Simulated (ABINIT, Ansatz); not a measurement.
# Calculated records

```
How the form of the self-energy moves the gap of CsCaBr3 (Pm-3m)
1.0
     5.70867    0.00000    0.00000
     0.00000    5.70867    0.00000
     0.00000    0.00000    5.70867
Cs Ca Br
1 1 3
Direct
  0.00000 0.00000 0.00000
  0.50000 0.50000 0.50000
  0.50000 0.00000 0.50000
  0.00000 0.50000 0.50000
  0.50000 0.50000 0.00000
# method: RPA screening on LDA, plane waves, norm-conserving pseudopotentials (and 3 further levels or steps)
# program: ABINIT 10.8.3
# settings: cutoff 30 Ha, PseudoDojo scalar-relativistic 0.4.1 standard, norm-conserving, ngkpt (2, 2, 2), nband 246, ecuteps 5.2 Ha, gwcalctyp 2, nfreqre 16, nfreqim 8, inclvkb 2, freqremax 40 eV, spmeth 1, nomegasf 120, shiftk (0, 0, 0), symchi 1, awtr 1, frequency cd, 2×2×2 k-mesh
# cost: 8 runs, 20 min in all on 4 MPI ranks of Arm Neoverse V1, shared host
# notes: The program’s warnings: Min real frequency set to default [Ha] =. The cell and positions are those that the Materials Project relaxed with its own functionals (PBE, PBE+U or r2SCAN), kept fixed. Limits: no spin-orbit coupling. The 2×2×2 mesh is coarse for this cell, which bears on the long-range parts of exchange and screening.
# G0W0, Godby-Needs plasmon pole: 6.328 eV
# G0W0, von der Linden-Horsch plasmon pole: 6.441 eV
# G0W0, Hybertsen-Louie plasmon pole: 6.469 eV
# one-shot Hartree-Fock: 11.941 eV
# G0W0, contour deformation: 6.280 eV
# known limits: short of the basis limit; no spin-orbit coupling; coarse k mesh
```

[Long decimals in the printed logs are rounded to 6 places.]

[Logs are printed without paths, hosts, clocks, repeated set-up lines and the standing remarks that a program may print on its own settings, such as how far it seeks lower states.]

[Paths, hosts, dates, memory and timing lines, banners, echoed tables and standing remarks are left out of the program output; an Ansatz launch command may be rebuilt from the run's recorded settings. Measured values are a selection of at most five: reports struck by readers or far from the other reports are left out. None is set beside runs whose start may be inverted or whose files or cutoffs have a known fault.]

[Runs of the session that timed out or met a known fault of the program may be left out.]

[Hosts, paths, dates, database ids (printed as entryN), source tags and the programs' standing remarks are cut or masked in the printed files.]

[G0W0 gaps are taken among the corrected bands and points alone; a level outside them can change the order at an edge.]

[Where Ansatz stands beside ABINIT at settings called matched, ABINIT's density can come from a denser mesh and the files from another edition; pairs whose starting gaps differed by over 0.03 eV were left out, so agreement reads better than it is.]
